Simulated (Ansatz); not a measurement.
# H on Ni(111): change of the work function, part 3 of 3

Wanted: Δφ(θ) for H/Ni(111), starting from the fcc site.

Ansatz 0.2.0; plane-wave DFT, PBE, Ansatz PAW.

So far, work function, upper face (eV): step 2 (the clean slab) 5.07.

**3. Adsorbate added, k-mesh 6×6×1, coverage 0.25 ML (continued)**

Electrostatic potential energy in the ca plane at fractional y = 0.167, with atoms of Ni and H within 0.2 Å of it. With pseudopotentials it is smooth inside the atoms' cores, unlike the true potential.

Ten even steps from '0' (-41 eV) to '9' (8 eV), each cell a mean:
```
99863479988898634788535899999999999999999999
99864588877888644788646899999999999999999999
99987888621378877898878999999999999999999999
99998998200058988999989999999999999999999999
99999997200058999999989999999999999999999999
99987888510278878899878999999999999999999999
99864588876788755788646899999999999999999999
99863479988898634788535899999999999999999999
99876688754688766888767899999999999999999999
99988888400168888999888679999999999999999999
99999997200048999999987128999999999999999999
99998898300068888999888569999999999999999999
99976788743588867898767899999999999999999999
```
Columns run along c (16.0 Å, from fractional 0.30 to 0.95 of the cell; values clipped at the 3rd and 97th percentile), rows up along a (5.0 Å). Atoms in or near the plane, at fractional coordinates: Ni at (0.45, 0.17), Ni at (0.45, 0.67), H at (0.65, 0.17).

The relaxation took 5 steps and lowered the energy by 0.12 eV; the largest force on the free atoms ends at 7.3e-4 eV/Å.

By hand: a sheet of dipoles makes a step −p/(ε₀A) in the electron's potential. With e/ε₀ = 180.95 V·Å, p = -0.002884 e·Å and A = 21.46 Å², that is −180.95 × (-0.002884) / 21.46 = +0.024 eV, and the two vacuum levels of the run differ by +0.024 eV.

The covered face has 5.10 eV, +0.03 eV against the clean one; the bare back face has moved by -0.01 eV, a measure of how thin the slab is.

**4. The covered slab, k-mesh 12×12×1, coverage 1 ML**

System of this step: Ni4H (H/Ni(111)). The cell holds 5 atoms: 4 Ni and 1 H. Cell: a = 2.489 Å, b = 2.489 Å, c = 24.758 Å, α = 90.0°, β = 90.0°, γ = 60.0°. Vacuum lies along c.

Another coverage, to see how the dipoles act on each other as their distance changes.

input.yaml reads:

```yaml
crystal:
  lattice:
    - [2.4890158698, 0.0, 0.0]
    - [1.2445079349, 2.1555509736, 0.0]
    - [0.0, 0.0, 24.7584850096]
  atoms:
    - { symbol: Ni, position: [0.0, 0.0, 0.3635117414], spin: 0.7 }
    - { symbol: Ni, position: [0.3333333333, 0.3333333333, 0.4455956389], spin: 0.72 }
    - { symbol: Ni, position: [0.6666666667, 0.6666666667, 0.5274065807], spin: 0.72 }
    - { symbol: Ni, position: [0.0, 0.0, 0.6083961435], spin: 0.7 }
    - { symbol: H, position: [0.3333333333, 0.3333333333, 0.6364882586] }
magnetization:
  spin_polarized: true
kpoints:
  mp_grid: { grid: [12, 12, 1] }
hamiltonian:
  xc: pbe
scf:
  occupations: { method: fermi_dirac, width: 0.1 }
  convergence: { dr2_threshold: 1.0e-08 }
efield:
  axis: 3
  dipole_correction: true
  ramp_position: 0.97
  ramp_width: 0.06
relax:
  f_tol: 0.02
  max_steps: 60
  constraints: [{ sites: [0, 1] }]
output:
  write_potential: true
  write_density: true
  volumetric_format: npy
```

The run is started by

```sh
ansatz run input.yaml --threads 4 --pin off --max-ram 6144MiB --backend cpu --events-out ev --progress --plain --runs-dir out
```

Numbers of over 12 decimals in the logs are rounded to 6 here.

Output:

```text
[...]
Crystal: 5 atoms, lattice volume = 132.834 Å³
Basis set: ecut = 420 eV, 2501 PW (Γ), exchange–correlation on 36×36×360 points (8 copies of the dense FFT grid, shifted against one another)
Bands: 46, of which v1, the nominal top of the filled ones, is band 37 counted from 1 (36 counted from 0)
Symmetry: 6 space group operations
k-points: 19 of 144 (time reversal used)
[...]
Starting moments: Σ|m| = 2.84 μB on 4 of 5 sites
[...]
SCF iter   1: F=—  HF=-23370.087090 eV  |F-HF|=—  |Δ(HF+E_count)|=         —  Δρ=3.11e-2 (↑1.90e-2 ↓3.11e-2)  dr2=3.03e0  dr2_m=1.79e-1  M=2.842 μB ∫|m|=2.990 μB  β_m=1.00  ethr=3.10e-3  p=-0.000 e·Å  D=-4.90e-7 V/Å  ΔV_dip=0.00 eV  dr2_dipole=3.29e-3  V_vac-E_F(+/−)=7.24/7.24 eV  ⟨swp⟩=10.2  Hψ=8990  notcnv=0  defer=33
[...]
SCF iter  17: F=-23374.028793 eV  HF=-23374.028793 eV  |F-HF|=3.64e-10  |Δ(HF+E_count)|=  4.73e-11  Δρ=5.07e-7 (↑2.81e-7 ↓5.07e-7)  dr2=4.78e-10  dr2_m=3.00e-11  M=2.022 μB ∫|m|=2.311 μB  ethr=1.27e-11  p=0.000 e·Å  D=1.36e-4 V/Å  ΔV_dip=-0.00 eV  dr2_dipole=1.64e-12  V_vac-E_F(+/−)=5.06/5.06 eV  ⟨swp⟩=7.0  Hψ=11193  notcnv=0
SCF 1 converged in 17 iterations: F = -23374.028793 eV  dr2 = 4.78e-10
[...]
relax step   1: F+E_penalty+E_count = -23374.02879337 eV  Δ(F+E_penalty+E_count) = +0.000e0 eV  max|allowed force component| = 8.417e-1 eV/Å  Δτ_max = 0.0000 Å  (17 SCF iters, accepted)
[...]
SCF iter  13: F=-23374.082416 eV  HF=-23374.082416 eV  |F-HF|=4.13e-9  |Δ(HF+E_count)|=   1.80e-9  Δρ=8.80e-7 (↑5.41e-7 ↓8.80e-7)  dr2=6.65e-9  dr2_m=7.51e-11  M=2.043 μB ∫|m|=2.333 μB  ethr=4.44e-12  p=0.000 e·Å  D=2.05e-5 V/Å  ΔV_dip=-0.00 eV  dr2_dipole=1.45e-9  V_vac-E_F(+/−)=5.06/5.06 eV  ⟨swp⟩=6.5  Hψ=10826  notcnv=0
SCF 2 converged in 13 iterations: F = -23374.082416 eV  dr2 = 6.65e-9
relax step   2: F+E_penalty+E_count = -23374.08241617 eV  Δ(F+E_penalty+E_count) = -5.362e-2 eV  max|allowed force component| = 5.081e-1 eV/Å  Δτ_max = 0.0941 Å  (13 SCF iters, accepted)
SCF iter   1: F=—  HF=-23374.109521 eV  |F-HF|=—  |Δ(HF+E_count)|=         —  Δρ=3.65e-3 (↑3.65e-3 ↓3.36e-3)  dr2=3.23e-2  dr2_m=6.31e-3  M=2.078 μB ∫|m|=2.367 μB  β_m=1.00  ethr=6.66e-4  p=0.000 e·Å  D=2.18e-5 V/Å  ΔV_dip=-0.00 eV  dr2_dipole=1.60e-3  V_vac-E_F(+/−)=5.06/5.07 eV  ⟨swp⟩=4.6  Hψ=4674  notcnv=0  defer=66
[...]
SCF iter  15: F=-23374.110142 eV  HF=-23374.110142 eV  |F-HF|=2.55e-9  |Δ(HF+E_count)|=  8.73e-11  Δρ=5.70e-7 (↑1.73e-7 ↓5.70e-7)  dr2=2.11e-9  dr2_m=5.57e-11  M=2.086 μB ∫|m|=2.377 μB  ethr=1.00e-12  p=0.000 e·Å  D=1.56e-4 V/Å  ΔV_dip=-0.00 eV  dr2_dipole=5.66e-10  V_vac-E_F(+/−)=5.06/5.07 eV  ⟨swp⟩=6.0  Hψ=9488  notcnv=0
SCF 3 converged in 15 iterations: F = -23374.110142 eV  dr2 = 2.11e-9
relax step   3: F+E_penalty+E_count = -23374.11014164 eV  Δ(F+E_penalty+E_count) = -2.773e-2 eV  max|allowed force component| = 5.727e-2 eV/Å  Δτ_max = 0.1384 Å  (15 SCF iters, accepted)
SCF iter   1: F=—  HF=-23374.110419 eV  |F-HF|=—  |Δ(HF+E_count)|=         —  Δρ=3.61e-4 (↑3.61e-4 ↓2.95e-4)  dr2=1.94e-4  dr2_m=6.81e-5  M=2.085 μB ∫|m|=2.376 μB  β_m=1.00  ethr=1.74e-6  p=0.000 e·Å  D=1.56e-4 V/Å  ΔV_dip=-0.00 eV  dr2_dipole=5.95e-6  V_vac-E_F(+/−)=5.06/5.06 eV  ⟨swp⟩=2.9  Hψ=3760  notcnv=0  defer=64
[...]
SCF iter  11: F=-23374.110437 eV  HF=-23374.110437 eV  |F-HF|=2.14e-9  |Δ(HF+E_count)|=   7.65e-9  Δρ=9.92e-7 (↑3.47e-7 ↓9.92e-7)  dr2=2.81e-9  dr2_m=1.95e-10  M=2.083 μB ∫|m|=2.374 μB  ethr=5.24e-12  p=0.000 e·Å  D=7.73e-5 V/Å  ΔV_dip=-0.00 eV  dr2_dipole=5.23e-13  V_vac-E_F(+/−)=5.06/5.07 eV  ⟨swp⟩=6.8  Hψ=10974  notcnv=0
SCF 4 converged in 11 iterations: F = -23374.110437 eV  dr2 = 2.81e-9
relax step   4: F+E_penalty+E_count = -23374.11043654 eV  Δ(F+E_penalty+E_count) = -2.949e-4 eV  max|allowed force component| = 1.234e-2 eV/Å  Δτ_max = 0.0081 Å  (11 SCF iters, accepted)
[...]
SCF converged after 11 iterations
Magnetization: 2.0832 μB (37.5416 up, 35.4584 down)
Absolute magnetization: 2.3765 μB (∫|ρ↑−ρ↓|, with the PAW one-centre terms)
[...]
Per-site moments (μB) at R_I (Å): [(0.730148, 1.026719), (0.726898, 1.024274), (0.632215, 1.024274), (0.108930, 0.689940), (-0.0025248, 0.689940)]
Free energy (F): -23374.110437 eV
[...]
Internal energy: -23373.883344 eV  (E = F + TS)
E sigma→0 (E₀):  -23373.996890 eV
Entropy (-TS):   -0.227092 eV (-45.418 meV/atom)
Fermi energy:    2.726349 eV
Dipole field:    D = 0.000076 V/Å  (p = 0.000056 e·Å, saw-weighted, corrected)
Work function:   Φ+ = 5.0636 eV   Φ− = 5.0655 eV
[...]
--- Forces (eV/Å), atoms counted from 1 ---
  atom   1  Ni     0.00000000     0.00000000     0.16184830
  atom   2  Ni    -0.00000000    -0.00000000    -0.15830515
  atom   3  Ni     0.00000000     0.00000000     0.00480317
  atom   4  Ni     0.00000000    -0.00000000    -0.01234474
  atom   5  H      0.00000000     0.00000000     0.00398480
  max |Σ_I F_I| component: 1.36e-5 eV/Å
--- Band table (eV; the first three rows and the last of 38) ---
  k-point 0 ↑: bands = [... 33 lower, 1.4615, 1.6798, 1.6798, 1.9595, 1.9595, 2.1515, 2.1515, 2.5845, ... 5 higher]
  k-point 1 ↑: bands = [... 33 lower, 1.4109, 1.5402, 1.6813, 1.7868, 1.9560, 2.1550, 2.3695, 3.3810, ... 5 higher]
  k-point 2 ↑: bands = [... 33 lower, 1.3538, 1.4107, 1.6690, 1.9479, 1.9961, 2.1625, 3.0584, 4.6027, ... 5 higher]
  k-point 18 ↓: bands = [... 33 lower, 2.7514, 2.7571, 2.7872, 5.3188, 7.7741, 8.0025, 8.2011, 8.5806, ... 5 higher]
--- Relaxed structure (4 steps of the walk, 4 accepted, 0 SCFs on fresh bases) ---
  F+E_penalty+E_count = -23374.11043654 eV   max|allowed force component| = 1.234e-2 eV/Å
  atoms:
[...]
- { symbol: Ni, position: [0.333333, 0.333333, 0.445596] }
    - { symbol: Ni, position: [0.666667, 0.666667, 0.527386] }
[...]
- { symbol: H, position: [0.333333, 0.333333, 0.645551] }
```

It took 28 s on 4 threads of Intel Xeon Platinum 8375C at 2.90GHz (Ice Lake), shared host; peak memory 0.62 GiB.

Relaxation path:

```
step  energy less that of the first step (eV)  largest force component (eV/Å)
   1                                   0.0000                          0.8417
   2                                  -0.0536                          0.5081
   3                                  -0.0813                          0.0573
   4                                  -0.0816                          0.0123
```

Forces are held to the 6 operations that the run works with; a distortion that breaks them can't arise in this run.

The atoms that moved most (Å):

```
atom     dx     dy     dz  length
  H5  0.000  0.000  0.224   0.224
 Ni4  0.000  0.000  0.064   0.064
```

Final coordinates:

```
Ni H
1.0
     2.48902    0.00000    0.00000
     1.24451    2.15555    0.00000
     0.00000    0.00000   24.75849
Ni H
4 1
Direct
  0.00000 0.00000 0.36351
  0.33333 0.33333 0.44560
  0.66667 0.66667 0.52739
  0.00000 0.00000 0.61098
  0.33333 0.33333 0.64555
```

This step gave:

```yaml
energy_at_zero_smearing: -23373.9969 eV
total_moment: 2.083 μB
site_moments: 0.7301, 0.7269, 0.6322, 0.1089, -0.002525 μB
work_function_upper_face: 5.064 eV
dipole_along_the_normal: 5.59e-5 e·Å
```

Running mean over 2.032 Å of the planar mean; the ramp of the sawtooth is left out. Electron's electrostatic potential energy less the Fermi level against z:

```
z (Å)  electron's electrostatic potential energy less the Fermi level (eV)
    4                                                                 5.07
    5                                                                 5.06
    6                                                                 5.01
    7                                                                 4.38
    8                                                                -3.20
    9                                                                -10.1
   10                                                                -10.3
   11                                                                -10.4
   12                                                                -10.4
   13                                                                -10.3
   14                                                                -9.87
   15                                                                -11.0
   16                                                                -6.32
   17                                                                 3.28
   18                                                                 4.98
   19                                                                 5.06
   20                                                                 5.06
   21                                                                 5.06
```

Site moment by atom:

```
atom  site moment (μB)
 Ni1             0.730
 Ni2             0.727
 Ni3             0.632
 Ni4             0.109
  H5            -0.003
```

The relaxation took 4 steps and lowered the energy by 0.082 eV; the largest force on the free atoms ends at 0.012 eV/Å.

The covered face has 5.06 eV, -0.01 eV against the clean one; the bare back face has moved by -0.02 eV, a measure of how thin the slab is.

**5. Work function against coverage**

This step: plane-wave DFT, PBE, Ansatz PAW; work function against coverage (Ansatz 0.2.0).

The runs are now put side by side.

This step gave:

```yaml
work_function_of_the_clean_face: 5.072 eV
largest_change_of_the_work_function: 0.02861 eV
```

The work function of the covered face by coverage:

```
coverage (adsorbates/nm²)  work function of the covered face (eV)
                     0.00                                    5.07
                     4.66                                    5.10
                    18.64                                    5.06
```

The dipole per adsorbate comes from the change of the cell's dipole. Coverage, by row:

```
coverage (1/nm²)  coverage (ML)  work function (eV)  change (eV)  dipole per adsorbate, positive end outwards (debye)  mean height of the added atoms over the highest substrate atom (Å)
            4.66           0.25               5.101      0.02861                                                -0.02                                                              0.9013
           18.64              1               5.064    -0.008403                                               -0.001                                                              0.8558
```

**6. Results**

```
work function of the clean face                        : 5.07 eV
work function at 0.25 ML                               : 5.10 eV
work function at 1 ML                                  : 5.06 eV
dipole per adsorbate at 0.25 ML, positive end outwards : -0.02 D
```

What this shows: H changes the work function of Ni(111) by less than 0.15 eV at every coverage run, which is within the error of so thin a slab. The slab has 4 layers, at the tabulated experimental lattice constant, one starting site was run, and quantum-size effects of a slab this thin can reach one or two tenths of an eV. The magnetic order is the one reached from the typed start; other orders were not compared.

[Logs are printed without paths, hosts, clocks, repeated set-up lines and the standing remarks that a program may print on its own settings, such as how far it seeks lower states.]

[Hosts, paths, dates, database ids (printed as entryN), source tags and the programs' standing remarks are cut or masked in the printed files.]

[Maps of the electrostatic potential energy from Ansatz leave out the sawtooth potential of an applied field or a dipole correction, so their vacuum need not be flat; planar profiles and work functions include it.]
